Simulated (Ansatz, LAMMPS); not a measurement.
**A faulty run on glassy 76SiO2-9BaO-7SrO-4Li2O-4ZrO2 (mol %) (128 atoms)**

Program: Ansatz 0.2.0. The cell: 34 Si, 4 Ba, 3 Sr, 4 Li, 2 Zr and 81 O.

input.yaml

```yaml
crystal:
  lattice:
    - [12.14611, 0.0, 0.0]
    - [0.0, 12.14611, 0.0]
    - [0.0, 0.0, 12.14611]
  atoms:
    - { symbol: Si, position: [0.96669, 0.00894, 0.40476] }
    - { symbol: Si, position: [0.0123, 0.904, 0.76789] }
    - { symbol: Si, position: [0.67495, 0.17918, 0.22752] }
    - { symbol: Si, position: [0.25427, 0.88155, 0.68247] }
    - { symbol: Si, position: [0.67426, 0.40819, 0.11703] }
    - { symbol: Si, position: [0.00828, 0.81908, 0.22691] }
    - { symbol: Si, position: [0.72369, 0.77466, 0.48283] }
    - { symbol: Si, position: [0.60695, 0.97814, 0.7202] }
    - { symbol: Si, position: [0.89557, 0.45245, 0.40141] }
    - { symbol: Si, position: [0.97468, 0.2368, 0.26715] }
    - { symbol: Si, position: [0.45492, 0.83327, 0.84653] }
    - { symbol: Si, position: [0.68232, 0.37031, 0.37063] }
    - { symbol: Si, position: [0.81827, 0.66966, 0.27066] }
    - { symbol: Si, position: [0.17519, 0.10633, 0.98252] }
    - { symbol: Si, position: [0.57891, 0.14356, 0.91795] }
    - { symbol: Si, position: [0.511, 0.90388, 0.50204] }
    - { symbol: Si, position: [0.20964, 0.6368, 0.58773] }
    - { symbol: Si, position: [0.40833, 0.49113, 0.68] }
    [... 104 atom lines left out ...]
    - { symbol: O, position: [0.82645, 0.1608, 0.61126] }
    - { symbol: O, position: [0.87147, 0.9929, 0.49521] }
    - { symbol: O, position: [0.22939, 0.84826, 0.39914] }
    - { symbol: O, position: [0.50368, 0.74135, 0.17498] }
    - { symbol: O, position: [0.10607, 0.57107, 0.63857] }
    - { symbol: O, position: [0.94343, 0.99399, 0.699] }
kpoints:
  mp_grid: { grid: [1, 1, 1] }
hamiltonian:
  xc: pbe
scf:
  occupations: { method: fermi_dirac, width: 2.0 }
  max_iter: 75
output:
  forces: true
```

Launch:

```console
> ansatz run input.yaml --threads 8 --pin off --max-ram 15872MiB --backend cpu --events-out ev --progress --plain --runs-dir out
```

Numbers of over 12 decimals in the logs are rounded to 6 here.

The log of the run:

```text
band count auto-derived: 1136 (N_el = 728.0; filled up to band 364; 492 by the electrons, moments and atoms)
Engine: ansatz 0.2.0, aarch64-unknown-linux-gnu
Pseudopotentials: kind: paw
Pseudopotential: Si, paw, valence charge 4, recommended cutoff 420 eV (normal), Si.paw.azcp
Pseudopotential: Ba, paw, valence charge 10, recommended cutoff 420 eV (normal), Ba.paw.azcp
Pseudopotential: Sr, paw, valence charge 10, recommended cutoff 420 eV (normal), Sr.paw.azcp
Pseudopotential: Li, paw, valence charge 3, recommended cutoff 420 eV (normal), Li.paw.azcp
Pseudopotential: Zr, paw, valence charge 12, recommended cutoff 420 eV (normal), Zr.paw.azcp
Pseudopotential: O, paw, valence charge 6, recommended cutoff 420 eV (normal), O.paw.azcp
[... 5 lines on functional and potentials left out ...]
Crystal: 128 atoms, lattice volume = 1791.891 Å³
Basis set: ecut = 420 eV, 35033 PW (Γ), exchange–correlation on 180×180×180 points (8 copies of the dense FFT grid, shifted against one another)
Bands: 1136, of which v1, the nominal top of the filled ones, is band 364 counted from 1 (363 counted from 0)
Symmetry: 1 space group operations
Space group: P1 (ITA 1), of the structure as read, at distance tolerance 1.2e-4 Å
k-points: 1
[... 13 lines on functional and potentials left out ...]
Initial density: superposition of atomic densities (neutral atoms: chi_scale 0, normalization atom), corrected by the library's trained network
Initial wavefunctions: pseudopotential atomic-orbital guess
Functional: x = pbe(κ = 0.804, μ = 0.219515), c = pbe(β = 0.066725)
SCF iter   1: F=—  HF=-111478.534176 eV  |F-HF|=—  |Δ(HF+E_count)|=         —  Δρ=5.31e-2  dr2=1.75e2  ethr=1.77e-3  ⟨swp⟩=12.0  Hψ=8261  notcnv=0
preconditioner: auto → LDOS  [metal: Δε(μ)=2.658 eV  Ē_g=25.290 eV  σ=2.000 eV  W_gap=0.31  n_scr=388 (ndim 8)  ℏωp=23.0 eV  f_vac=0.133  D(μ)=27.72/eV (n_scr^D=146)  β→1.0]
SCF iter   2: F=—  HF=-111456.199198 eV  |F-HF|=—  |Δ(HF+E_count)|=    2.23e1  Δρ=1.48e-2  dr2=7.31e0  ethr=1.77e-3  ⟨swp⟩=3.0  Hψ=2390  notcnv=0
SCF iter   3: F=—  HF=-111455.508269 eV  |F-HF|=—  |Δ(HF+E_count)|=   6.91e-1  Δρ=1.15e-2  dr2=1.83e0  ethr=1.00e-3  ⟨swp⟩=2.0  Hψ=1666  notcnv=0
SCF iter   4: F=—  HF=-111455.035996 eV  |F-HF|=—  |Δ(HF+E_count)|=   4.72e-1  Δρ=1.21e-3  dr2=8.36e-2  ethr=2.51e-4  ⟨swp⟩=2.0  Hψ=1451  notcnv=0
SCF iter   5: F=—  HF=-111455.024445 eV  |F-HF|=—  |Δ(HF+E_count)|=   1.16e-2  Δρ=3.07e-4  dr2=3.42e-3  ethr=1.15e-5  ⟨swp⟩=2.0  Hψ=1265  notcnv=0
SCF iter   6: F=—  HF=-111455.024029 eV  |F-HF|=—  |Δ(HF+E_count)|=   4.16e-4  Δρ=8.78e-5  dr2=2.53e-4  ethr=4.70e-7  ⟨swp⟩=2.0  Hψ=1889  notcnv=0
SCF iter   7: F=—  HF=-111455.028607 eV  |F-HF|=—  |Δ(HF+E_count)|=   4.58e-3  Δρ=2.45e-5  dr2=3.69e-5  ethr=3.48e-8  ⟨swp⟩=3.0  Hψ=2018  notcnv=0
SCF iter   8: F=—  HF=-111455.028604 eV  |F-HF|=—  |Δ(HF+E_count)|=   3.02e-6  Δρ=6.48e-6  dr2=2.30e-6  ethr=5.07e-9  ⟨swp⟩=3.0  Hψ=2138  notcnv=0
SCF iter   9: F=-111455.028604 eV  HF=-111455.028604 eV  |F-HF|=8.26e-8  |Δ(HF+E_count)|=   5.36e-7  Δρ=2.44e-6  dr2=1.71e-7  ethr=1.37e-10  ⟨swp⟩=3.0  Hψ=1981  notcnv=0
SCF 1 converged in 9 iterations: F = -111455.028604 eV  dr2 = 1.71e-7
[...]
SCF converged after 9 iterations
Free energy (F): -111455.028604 eV
Harris-Foulkes:  -111455.028604 eV  (|F-HF|=8.26e-8)
Internal energy: -111101.282059 eV  (E = F + TS)
E sigma→0 (E₀):  -111278.155331 eV
Entropy (-TS):   -353.746545 eV (-2763.645 meV/atom)
Fermi energy:    6.492399 eV
--- Per-component energies (eV) ---
  E_band       = -3694.622288
  E_kinetic    = 18271.203777
  E_local      = -48304.600728  (includes V_loc(G=0)·N_el)
  E_nonlocal   = 5652.616121
  E_hartree    = 17476.515567
  E_xc         = -9451.766509
  E_vxc        = -10736.399482  (∫ρ·V_xc dr)
  E_paw        = -65290.434723  (= ΣΔE_a)
  E_vpaw       = -3530.690256  (= ΣTr[D̂ρ^β])
  E_aug_tail   = 0.204478  (compensation charges beyond the density's cutoff)
  E_ewald      = -29455.020042
  E_smearing   = -353.746545  (= −TS)
  E_closure    = 0.000000  (closes the sum)
  Σ components = -111455.028604   (vs F -111455.028604, Δ=0.00e0)
--- Forces (eV/Å), atoms counted from 1 ---
  atom   1  Si     0.41694691     0.22509721    -0.13375382
  atom   2  Si    -0.17023118     0.03602731    -0.36102185
  atom   3  Si     0.68042953     1.28915335     0.13628242
  atom   4  Si    -0.39428467    -0.83958495     0.40630850
  atom   5  Si    -0.18299661    -0.28534632     0.93749742
  atom   6  Si     1.37869265     0.91768325     0.33796722
  atom   7  Si    -0.84599519    -0.34771725     1.06958103
  atom   8  Si     0.25706585    -1.29646625    -0.14452657
  atom   9  Si     0.34116619     0.59973021    -0.33779570
  atom  10  Si     1.30175012     0.21837474     2.06935770
  atom  11  Si    -0.15318635     0.96917917    -0.39835296
  atom  12  Si     1.97443345    -0.40646194    -2.14200539
  atom  13  Si    -0.43398502    -1.35266541     0.69304498
  atom  14  Si    -0.22605485    -0.36955195     1.76371196
[...]
atom 127  O      0.68217983     0.14250118     0.81061290
  atom 128  O     -0.09293635     0.95817818    -0.04138972
  max |Σ_I F_I| component: 1.89e-4 eV/Å
```

It took 51 s on 8 threads of Arm Neoverse V2, shared host; peak memory 5 GiB; 6.7 min of CPU time.

Against a sound run (Kohn-Sham DFT, PBE, PAW (set soft_2), plane waves):

- r.m.s. difference of force components: 702.6 meV/Å
- longest difference of force vectors: 3853 meV/Å
- force difference over r.m.s. force: 70.69 %

**Question.** What is wrong with this input, and how is it mended?

A smearing of electronvolts: scf.occupations = {"method": "fermi_dirac", "width": 2.0}.

The fix is to set scf.occupations back to {"method": "fixed"}.

The run converged all the same, so the exit status doesn't show the fault.

[Logs are printed without paths, hosts, clocks, repeated set-up lines and the standing remarks that a program may print on its own settings, such as how far it seeks lower states.]

[Hosts, paths, dates, database ids (printed as entryN), source tags and the programs' standing remarks are cut or masked in the printed files.]
